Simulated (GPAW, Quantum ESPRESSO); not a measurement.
Consider Ga2O3 (C2/m).

```
Ga O
1.0
     6.10700   -1.51855    0.00000
     6.10700    1.51855    0.00000
    -1.38599    0.00000    5.63001
Ga O
4 6
Direct
  0.34134 0.34134 0.68598
  0.65866 0.65866 0.31402
  0.90950 0.90950 0.20540
  0.09050 0.09050 0.79460
  0.50410 0.50410 0.74340
  0.49590 0.49590 0.25660
  0.82670 0.82670 0.43680
  0.17330 0.17330 0.56320
  0.83550 0.83550 0.89020
  0.16450 0.16450 0.10980
```

Absorber: atom 5, with 2 Ga at 1.83 Å and 1 Ga at 1.94 Å (distorted trigonal planar, site symmetry m). Method: Quantum ESPRESSO XSpectra, PBE, full core hole (charged cell), 30-atom cell with 6.5 Å between holes, 4×4×3 k points, dipole transitions, Lorentzian half width 0.3 eV up to 4 eV, rising linearly to 2.5 eV at 25 eV (counted from xe0, 1.1 eV below the zero used here).

**Question.** Where do the maxima of the O K edge fall?

Main maxima up to 24 eV above the zero (height): 3.7 eV (2.25) and 6.0 eV (1.76). A K edge sees empty p states on the absorber. The total-energy difference plus the lowest empty eigenvalue puts the zero at 538.78 eV. One term is added: -8.91 eV, since the hole is spin-paired here and a spin-polarised one costs that much less in the free atom (computed apart). The photon energy is then 529.87 eV. The functional and the charged cell's background leave an error of a few eV in such absolute values.

The O K spectrum (energy from the lowest empty level; intensity scaled to a mean of 1 over the first 20 eV; the points at xe0, where the cut of filled states can leave a spike, are interpolated; polarised curves are means over the symmetry-equivalent atoms):

```tsv
E (eV)	isotropic	ε ∥ x	ε ∥ y	ε ∥ z
-2.00	0.03	0.04	0.04	0.02
-1.25	0.04	0.05	0.05	0.02
-0.50	0.06	0.08	0.07	0.03
0.25	0.09	0.13	0.11	0.04
1.00	0.20	0.33	0.21	0.07
1.75	0.45	0.81	0.41	0.15
2.50	0.98	1.53	1.16	0.26
3.25	1.90	2.55	2.69	0.45
4.00	2.12	2.67	3.15	0.54
4.75	1.78	2.18	2.57	0.60
5.50	1.71	1.66	2.51	0.95
6.25	1.71	1.42	2.20	1.52
7.00	1.52	1.46	1.58	1.51
7.75	1.41	1.43	1.48	1.32
8.50	1.35	1.46	1.33	1.27
9.25	1.37	1.59	1.20	1.31
10.00	1.29	1.52	1.09	1.26
10.75	1.10	1.21	0.95	1.15
11.50	0.88	0.90	0.77	0.98
12.25	0.75	0.74	0.66	0.85
13.00	0.69	0.67	0.62	0.78
13.75	0.65	0.62	0.60	0.72
14.50	0.62	0.60	0.58	0.67
15.25	0.61	0.60	0.57	0.65
16.00	0.61	0.60	0.57	0.65
16.75	0.59	0.58	0.56	0.64
17.50	0.57	0.55	0.55	0.61
18.25	0.55	0.53	0.55	0.58
19.00	0.54	0.52	0.56	0.55
19.75	0.54	0.50	0.57	0.53
20.50	0.54	0.50	0.59	0.53
21.25	0.55	0.50	0.61	0.53
22.00	0.56	0.51	0.63	0.55
22.75	0.58	0.53	0.66	0.57
23.50	0.61	0.55	0.68	0.59
24.25	0.64	0.58	0.72	0.62
25.00	0.67	0.61	0.75	0.66
25.75	0.72	0.65	0.80	0.69
26.50	0.77	0.72	0.85	0.74
27.25	0.82	0.79	0.90	0.78
28.00	0.88	0.87	0.94	0.83
28.75	0.92	0.94	0.95	0.88
29.50	0.94	0.98	0.93	0.92
30.25	0.93	0.98	0.86	0.93
31.00	0.88	0.93	0.78	0.91
31.75	0.80	0.85	0.70	0.86
```

The crystal has 3 inequivalent O sites and not all are shown here, while a measurement adds them all. Lifetime broadening is put in by hand, and intensities beyond about 20 eV depend on it and on the partial waves; weight that the partial waves miss at high energy is lost. The structure is a published determination, not relaxed.

[Banner, clock and machine lines of the logs are left out without a mark of their own.]

[Logs are printed without paths, hosts, clocks, repeated set-up lines and the standing remarks that a program may print on its own settings, such as how far it seeks lower states.]

[Hosts, paths, dates, database ids (printed as entryN), source tags and the programs' standing remarks are cut or masked in the printed files.]

[Lists of maxima count a maximum above −3 eV only where it reaches 4 % of the highest in the window and stands out from its surroundings by 2 % of it (1.5 % where it reaches 55 %); shoulders and weaker maxima are passed over, and of the rest the first, up to two pre-edge ones and the few strongest are named.]
